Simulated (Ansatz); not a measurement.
**Lattice dynamics of HfTeS monolayer, Janus**

Task: relax HfTeS monolayer, Janus, then find its harmonic phonons.

Main program and level: Ansatz 0.2.0; DFT LDA, scalar-relativistic, plane waves, PAW.

This is a report of a sequence of runs, with most program output left out.

## (1) Starting point

The cell holds 3 atoms: 1 Hf, 1 S and 1 Te. Cell: a = 3.720 Å, b = 3.720 Å, c = 20.000 Å, α = 90.0°, β = 90.0°, γ = 120.0°. Vacuum lies along c.

## (2) Coarse relaxation

A rough relaxation comes first, because large forces or stress need no tight tolerances yet.

The program solves this slab on a cell height of its own, 30.0 Å, in place of the one typed.

input.yaml

```yaml
crystal:
  lattice:
    - [3.72, 0.0, 0.0]
    - [-1.86, 3.22161, 0.0]
    - [0.0, 0.0, 20.0]
  atoms:
    - { symbol: Hf, position: [0.0, 0.0, 0.5] }
    - { symbol: S, position: [0.333333, 0.666667, 0.575] }
    - { symbol: Te, position: [0.666667, 0.333333, 0.42] }
  periodic: [true, true, false]
kpoints:
  mp_grid: { grid: [6, 6, 1] }
hamiltonian:
  xc: lda
scf:
  occupations: { method: gaussian, width: 0.1 }
output:
  forces: true
  stress: true
  eigenvalues: true
relax:
  adjacent_minimum: "off"
  f_tol: 0.05
  max_steps: 80
  cell: { stress_2d_tol: 0.02 }
```

On the command line:

```console
$ ansatz run input.yaml --threads 8 --pin off --max-ram 14336MiB --backend cpu --events-out ev --progress --plain --runs-dir out
```

The job ended after 9.4 s (8 threads of Arm Neoverse V2, shared host; peak memory 0.76 GiB).

Step by step:

```
step  energy less that of the first step (eV)  largest force component (eV/Å)  volume (Å³)
   1                                   0.0000                          4.1689       359.53
   2                                  -0.5459                          0.5590       361.21
   3                                  -0.5656                          0.0883       357.65
   4                                  -0.5675                          0.0498       353.16
   5                                  -0.5677                          0.0062       353.89
  6*                                  -0.5675                          0.0062       353.89
```

Relaxation steps marked * repeat the geometry before them on a plane-wave basis chosen anew for their cell, so energy and pressure can jump there.

Forces are held to the 6 operations that the run works with; a distortion that breaks them can't arise in this run.

| cell as run | before | after | change |
| --- | --- | --- | --- |
| a (Å) | 3.720 | 3.691 | -0.8 % |
| b (Å) | 3.720 | 3.691 | -0.8 % |

The atoms that moved most (Å, along periodic axes as changes of fractional coordinates times the final cell, across vacuum about the mean position):

```
atom     dx     dy      dz  length
 Hf1  0.000  0.000   0.170   0.170
 Te3  0.000  0.000  -0.134   0.134
  S2  0.000  0.000  -0.036   0.036
```

Final coordinates:

```xyz
3
Lattice="3.6907 0.0000 0.0000 -1.8454 3.1963 0.0000 0.0000 0.0000 30.0000" Properties=species:S:1:pos:R:3
Hf    0.0000    0.0000   10.1699
S     0.0000    2.1308   11.4637
Te    1.8454    1.0654    8.2665
```

Numbers from this step:

```
gap on the k-mesh : 0 eV
area per atom     : 3.932 Å²
```

The relaxation ends with a largest force component of 0.0062 eV/Å.

## (3) Bringing the structure to rest

The cell and atoms are relaxed, since residual forces and stress would shift the frequencies.

input.yaml, the sections that differ from step 2:

```yaml
crystal:
  lattice:
    - [3.6907182149, 0.0, 0.0]
    - [-1.8453591075, 3.1962557323, 0.0]
    - [0.0, 0.0, 30.0]
  atoms:
    - { symbol: Hf, position: [0.0, 0.0, 0.338995509] }
    - { symbol: S, position: [0.3333333333, 0.6666666667, 0.3821218719] }
    - { symbol: Te, position: [0.6666666667, 0.3333333333, 0.2755492858] }
  periodic: [true, true, false]
kpoints:
  mp_grid: { grid: [15, 15, 1] }
relax:
  adjacent_minimum: "off"
  f_tol: 0.005
  max_steps: 80
  cell: { stress_2d_tol: 0.02 }
# hamiltonian, scf, output: as in step 2
```

Wall time 20 s (8 threads); peak memory 0.96 GiB.

Little changed from the start: no atom moved by 0.005 Å and no cell edge by 0.1 %.

Numbers from this step:

* area per atom: 3.936 Å²

## (4) Relaxing to small forces for the phonons

Phonons need a cell at rest on their own settings, so the relaxation is repeated with tight tolerances on forces and stress, using the mesh and the filling of the phonon run that follows.

input.yaml

```yaml
crystal:
  lattice:
    - [3.6924293445, 0.0, 0.0]
    - [-1.8462146723, 3.197737614, 0.0]
    - [0.0, 0.0, 30.0]
  atoms:
    - { symbol: Hf, position: [0.0, 0.0, 0.3389518807] }
    - { symbol: S, position: [0.3333333333, 0.6666666667, 0.3821008329] }
    - { symbol: Te, position: [0.6666666667, 0.3333333333, 0.2756139531] }
  periodic: [true, true, false]
kpoints:
  mp_grid: { grid: [15, 15, 1] }
hamiltonian:
  xc: lda
scf:
  occupations: { method: methfessel_paxton, width: 0.15 }
output:
  forces: true
  stress: true
  eigenvalues: true
relax:
  adjacent_minimum: "off"
  f_tol: 0.001
  max_steps: 60
  cell: { stress_2d_tol: 0.002 }
```

Elapsed: 24 s, on 8 threads; peak memory 0.98 GiB; 2.9 min of CPU time.

Little changed from the start: no atom moved by 0.005 Å and no cell edge by 0.1 %.

This step gave:

| Item | Value |
| --- | --- |
| area per atom | 3.938 Å² |

The largest force component left is 0.15 meV/Å, within the tolerances set.

## (5) Linear response at the zone centre

The zone centre comes first: it holds the modes that light can see, as far as symmetry allows. No field response is asked, since the mesh shows no gap.

input.yaml, the sections that differ from step 4:

```yaml
crystal:
  lattice:
    - [3.6933349276, 0.0, 0.0]
    - [-1.8466674638, 3.198521872, 0.0]
    - [0.0, 0.0, 30.0]
  atoms:
    - { symbol: Hf, position: [0.0, 0.0, 0.3389535829] }
    - { symbol: S, position: [0.3333333333, 0.6666666667, 0.3820710469] }
    - { symbol: Te, position: [0.6666666667, 0.3333333333, 0.2756420368] }
  periodic: [true, true, false]
output:
  eigenvalues: true
phonons:
  method: dfpt
# kpoints, hamiltonian, scf: as in step 4
# relax: removed
```

It took 95 s on 8 threads; peak memory 2.5 GiB; 12 min of CPU time.

This step gave:

- sum-rule residual before enforcement: 3.82e-5 eV/Å²
- point group: 3m
- highest optical mode at the zone centre (no LO-TO term): 299.2 cm⁻¹
- lowest optical zone-centre mode: 92.42 cm⁻¹

Patterns of degenerate modes are one choice out of their space. Modes at Γ, with each element's share of the kinetic energy:

```
mode  frequency (cm⁻¹)  symmetry  Hf %  S %  Te %
   1               0.0  acoustic    53    9    38
   2               0.0  acoustic    53    9    38
   3               0.0  acoustic    53    9    38
   4              92.4         E    39    1    61
   5              92.4         E    39    1    61
   6             181.0        A1    30    8    62
   7             235.9         E     9   90     2
   8             235.9         E     9   90     2
   9             299.2        A1    17   83     0
```

Displacements in mode 5 (92.4 cm⁻¹), the largest set to 1:
```
Hf1 -0.67 -0.03  0.00
S2  -0.22 -0.01  0.00
Te3  1.00  0.04  0.00
```

Displacements in mode 7 (235.9 cm⁻¹), the largest set to 1:
```
Hf1 -0.13  0.00  0.00
S2   1.00 -0.03  0.00
Te3 -0.07  0.00  0.00
```

Before it was imposed, the acoustic sum rule was missed by 3.8e-5 eV/Å². Small misses are needed for a sound result but don't prove that mesh and cutoff are converged. The lowest optical mode is real, 92.4 cm⁻¹.

## (6) Phonons on a q mesh

Stability and thermal properties need the whole zone. Linear response on a 3×3×1 q mesh gives force constants as far as a supercell of that size would.

Edit input.yaml of step 5 so:

```diff
@@ -20 +20,10 @@
   method: dfpt
+  qmesh: [3, 3, 1]
+  temperatures: { t_max: 1000, t_step: 50 }
+  qpath:
+    path:
+      - [0.0, 0.0, 0.0]
+      - [0.5, 0.0, 0.0]
+      - [0.33333333, 0.33333333, 0.0]
+      - [0.0, 0.0, 0.0]
+    npoints: 10
```

The job ended after 6.9 min (8 threads; peak memory 3.2 GiB).

This step gave:

* sum-rule residual before enforcement: 3.86e-5 eV/Å²
* lowest frequency on the path: -8.138 cm⁻¹
* highest frequency on the path or at a solved wavevector: 299.2 cm⁻¹
* lowest mode on the q mesh (acoustic modes at Γ apart): 48.56 cm⁻¹

Frequencies (cm⁻¹) solved at each irreducible wavevector; negative means imaginary. Frequencies by wavevector, by row:

| q in reciprocal lattice units | star | mode 1 | mode 2 | mode 3 | mode 4 | mode 5 | mode 6 | mode 7 | mode 8 | mode 9 |
| --- | --- | --- | --- | --- | --- | --- | --- | --- | --- | --- |
| 0 0 0 | 1 | 0 | 0 | 0 | 92.4 | 92.4 | 181 | 235.9 | 235.9 | 299.2 |
| 0 0.3333 0 | 6 | 48.6 | 64.6 | 91.5 | 102.7 | 143.7 | 162.4 | 246.4 | 276.2 | 288.7 |
| 0.3333 0.3333 0 | 2 | 61.9 | 103.2 | 105.2 | 138.1 | 147 | 150.9 | 268.7 | 275.7 | 289.6 |

Interpolated from a 3×3×1 q mesh. The phonon branches at the labelled points (cm⁻¹):

```
  point  branch 1  branch 2  branch 3  branch 4  branch 5  branch 6  branch 7  branch 8  branch 9
      Γ         0         0         0        92        92       181       236       236       299
halfway        33        49        81        91       131       169       243       268       287
      M        62        79        92       119       153       160       249       278       297
halfway        61        88       108       122       151       156       258       277       293
      K        62       103       105       138       147       151       269       276       290
halfway        40        55        91       102       134       165       248       272       286
      Γ         0         0         0        92        92       181       236       236       299
```

Tetrahedra on a 21×21×1 mesh, mean over bins of 5 cm-1. Interpolated from a 3×3×1 q mesh. Table of phonon density of states by wavenumber; read off at these points:

```csv
wavenumber (cm⁻¹),phonon density of states (1/cm⁻¹/cell)
-8,0.00793
8,0.00457
22,0.0124
38,0.0200
52,0.0367
68,0.0194
78,0.0328
92,0.104
108,0.0638
122,0.0289
138,0.0208
152,0.0597
158,0.0749
168,0.0226
182,0.00298
198,0
212,0
222,0
238,0.0236
252,0.0486
268,0.0217
278,0.126
282,0
288,0.0912
298,0.0247
```

The partial phonon density of states has structure finer than the step of the table below, so its rows give means over 10 cm⁻¹, whole bins alone (the curve runs from -18.2 to 318 cm⁻¹). Peaks (cm⁻¹: height): Hf 60.1: 0.0500, 79.1: 0.0273, 93.9: 0.0296, 159.5: 0.0249, 275.8: 0.0124; S 250.5: 0.0548, 275.8: 0.0934, 290.6: 0.0832; Te 60.1: 0.0214, 93.9: 0.0643, 151.0: 0.0435.

Phonopy on the run's constants, 17x17x1 mesh, Gaussian sigma 2.4 cm-1. Interpolated from a 3×3×1 q mesh. The partial phonon density of states by wavenumber; means over each step; values in 1/cm⁻¹/cell:

| wavenumber (cm⁻¹) | Hf | S | Te |
| --- | --- | --- | --- |
| -10 | 0.00254 | 4.5e-4 | 0.00172 |
| 0 | 0.00135 | 2.4e-4 | 9.5e-4 |
| 10 | 0.00345 | 5.8e-4 | 0.00248 |
| 20 | 0.00631 | 0.00102 | 0.00449 |
| 30 | 0.00855 | 0.00124 | 0.00564 |
| 40 | 0.0126 | 0.00159 | 0.00761 |
| 50 | 0.0212 | 0.00210 | 0.0111 |
| 60 | 0.0371 | 0.00256 | 0.0161 |
| 70 | 0.0174 | 0.00136 | 0.00562 |
| 80 | 0.0226 | 0.00151 | 0.00608 |
| 90 | 0.0237 | 0.00137 | 0.0365 |
| 100 | 0.0179 | 0.00120 | 0.0347 |
| 110 | 0.0186 | 0.00166 | 0.0236 |
| 120 | 0.0163 | 0.00209 | 0.0179 |
| 130 | 0.00882 | 0.00133 | 0.0129 |
| 140 | 0.00830 | 0.00112 | 0.0174 |
| 150 | 0.0180 | 0.00179 | 0.0397 |
| 160 | 0.0198 | 0.00204 | 0.0335 |
| 170 | 0.00738 | 5.9e-4 | 0.0136 |
| 180 | 0.00327 | 5.7e-4 | 0.00639 |
| 190 | 3.4e-5 | 8.1e-6 | 7.1e-5 |
| 200 | 0 | 0 | 0 |
| 210 | 0 | 0 | 0 |
| 220 | 0 | 0 | 0 |
| 230 | 1.7e-4 | 0.00184 | 2.9e-5 |
| 240 | 0.00217 | 0.0276 | 3.3e-4 |
| 250 | 0.00284 | 0.0485 | 3.8e-4 |
| 260 | 0.00193 | 0.0287 | 1.4e-4 |
| 270 | 0.00337 | 0.0335 | 2.4e-4 |
| 280 | 0.00683 | 0.0504 | 2.8e-4 |
| 290 | 0.00595 | 0.0685 | 3.8e-4 |
| 300 | 0.00127 | 0.0149 | 1.2e-4 |
| 310 | 3.1e-6 | 1.7e-5 | 0 |

Symmetry leaves 3 wavevectors to solve. The lowest mode among them, the acoustic zeros apart, lies at q = (0, 0.333, 0) and is real, 48.6 cm⁻¹. Between them the interpolated path dips to 8i cm⁻¹.

## (7) Another isotope, element Hf, natural mass 178.486 amu

An isotope changes the mass and not the force constants, so no new electronic calculation is needed; the shifts show which modes move this element.

The same force constants with the mass of Hf changed from 178.486 to 173.940 u (phonopy, no LO-TO term). Both lists are sorted by frequency; levels can cross, so a row need not hold one and the same mode. Modes under 3 cm⁻¹ are left out. Isotope shifts, by row:

```csv
q,rank,natural mass (cm⁻¹),changed mass (cm⁻¹)
0 0 0,4,92.42,92.88
0 0 0,5,92.42,92.88
0 0 0,6,181,181.7
0 0 0,7,235.9,236.2
0 0 0,8,235.9,236.2
0 0 0,9,299.2,299.8
0 0.3333 0,1,48.56,48.93
0 0.3333 0,2,64.57,65.21
0 0.3333 0,3,91.55,91.78
0 0.3333 0,4,102.7,103.5
0 0.3333 0,5,143.7,144.3
0 0.3333 0,6,162.4,163.2
0 0.3333 0,7,246.4,246.6
0 0.3333 0,8,276.2,276.5
0 0.3333 0,9,288.7,289.1
0.3333 0.3333 0,1,61.94,62.48
0.3333 0.3333 0,2,103.2,103.8
0.3333 0.3333 0,3,105.2,106.1
0.3333 0.3333 0,4,138.1,138.9
0.3333 0.3333 0,5,147,147.6
0.3333 0.3333 0,6,150.9,151.4
0.3333 0.3333 0,7,268.7,268.9
0.3333 0.3333 0,8,275.7,276.2
0.3333 0.3333 0,9,289.6,289.7
```

A mode of this element alone would shift by +1.30 %. The highest zone-centre frequency without the field goes from 299.2 to 299.8 cm⁻¹ (+0.2 %). The product of the frequency ratios over all optical modes at Γ is 1.018; the product rule, (m/m′)^(3k/2) (M′/M)^(3/2) with k = 1 such atoms and M the mass of the cell, gives 1.019.

## (8) Isotope substitution, element S, natural mass 32.06 amu

The same for S, from 32.06 to 33.97 u.

The same force constants with the mass of S changed from 32.060 to 33.968 u (phonopy, no LO-TO term). Both lists are sorted by frequency; levels can cross, so a row need not hold one and the same mode. Modes under 3 cm⁻¹ are left out. Isotope shifts, by row:

```
              q  rank  natural mass (cm⁻¹)  changed mass (cm⁻¹)
          0 0 0     4                92.42                 92.4
          0 0 0     5                92.42                 92.4
          0 0 0     6                  181                180.6
          0 0 0     7                235.9                229.9
          0 0 0     8                235.9                229.9
          0 0 0     9                299.2                292.1
     0 0.3333 0     1                48.56                48.47
     0 0.3333 0     2                64.57                64.47
     0 0.3333 0     3                91.55                91.54
     0 0.3333 0     4                102.7                102.5
     0 0.3333 0     5                143.7                143.5
     0 0.3333 0     6                162.4                162.3
     0 0.3333 0     7                246.4                239.8
     0 0.3333 0     8                276.2                269.1
     0 0.3333 0     9                288.7                281.4
0.3333 0.3333 0     1                61.94                61.88
0.3333 0.3333 0     2                103.2                  103
0.3333 0.3333 0     3                105.2                105.1
0.3333 0.3333 0     4                138.1                137.8
0.3333 0.3333 0     5                  147                  147
0.3333 0.3333 0     6                150.9                150.8
0.3333 0.3333 0     7                268.7                261.6
0.3333 0.3333 0     8                275.7                  269
0.3333 0.3333 0     9                289.6                281.6
```

A mode of this element alone would shift by -2.85 %. The highest zone-centre frequency without the field goes from 299.2 to 292.1 cm⁻¹ (-2.3 %). The product of the frequency ratios over all optical modes at Γ is 0.925; the product rule, (m/m′)^(3k/2) (M′/M)^(3/2) with k = 1 such atoms and M the mass of the cell, gives 0.925.

## (9) Isotope substitution, element Te, natural mass 127.6 amu

The same for Te, from 127.60 to 129.91 u.

A mode of this element alone would shift by -0.89 %. The highest zone-centre frequency without the field goes from 299.2 to 299.2 cm⁻¹ (+0.0 %). The product of the frequency ratios over all optical modes at Γ is 0.983; the product rule, (m/m′)^(3k/2) (M′/M)^(3/2) with k = 1 such atoms and M the mass of the cell, gives 0.983.

## (10) Results

```json
{
 "space group after relaxation (within 0.01 Å)": "P3m1",
 "area per atom": "3.94 Å²",
 "electronic character": "no gap on this mesh",
 "highest optical mode at the zone centre (no LO-TO term)": "299 cm⁻¹",
 "lowest optical zone-centre mode": "92.4 cm⁻¹",
 "lowest mode on the q mesh (acoustic modes at Γ apart)": "48.6 cm⁻¹",
 "highest frequency on the path or at a solved wavevector": "299 cm⁻¹",
 "imaginary modes on the 3×3×1 q mesh": "none"
}
```

What this shows: No mode is imaginary at the 3 irreducible wavevectors solved, but between them the interpolated path dips to 8.1i cm⁻¹, so stability is not settled. The optical modes at Γ span 92 to 299 cm⁻¹. The highest mode in this list at Γ, 299.2 cm⁻¹, is mostly motion of S (83 % of the kinetic energy). With no gap, or one that is small against the smearing, the frequencies hang on the k mesh and the smearing, most of all near Kohn anomalies. In a sheet or slab the interpolated bending branch near Γ is rough, since the rotational sum rule isn't imposed. A semilocal functional can close a gap that the real compound would have, so the metallic treatment may be an artefact of the level. Spin-orbit coupling is left out, which can matter for the heavy elements here. A phonon run warned that its eigensolver left some bands unconverged in a pass. The starting cell was built on a prototype and not taken from a measurement. These are harmonic frequencies at zero temperature: anharmonic shifts, linewidths and thermal expansion are left out.

[Logs are printed without paths, hosts, clocks, repeated set-up lines and the standing remarks that a program may print on its own settings, such as how far it seeks lower states.]

[Hosts, paths, dates, database ids (printed as entryN), source tags and the programs' standing remarks are cut or masked in the printed files.]
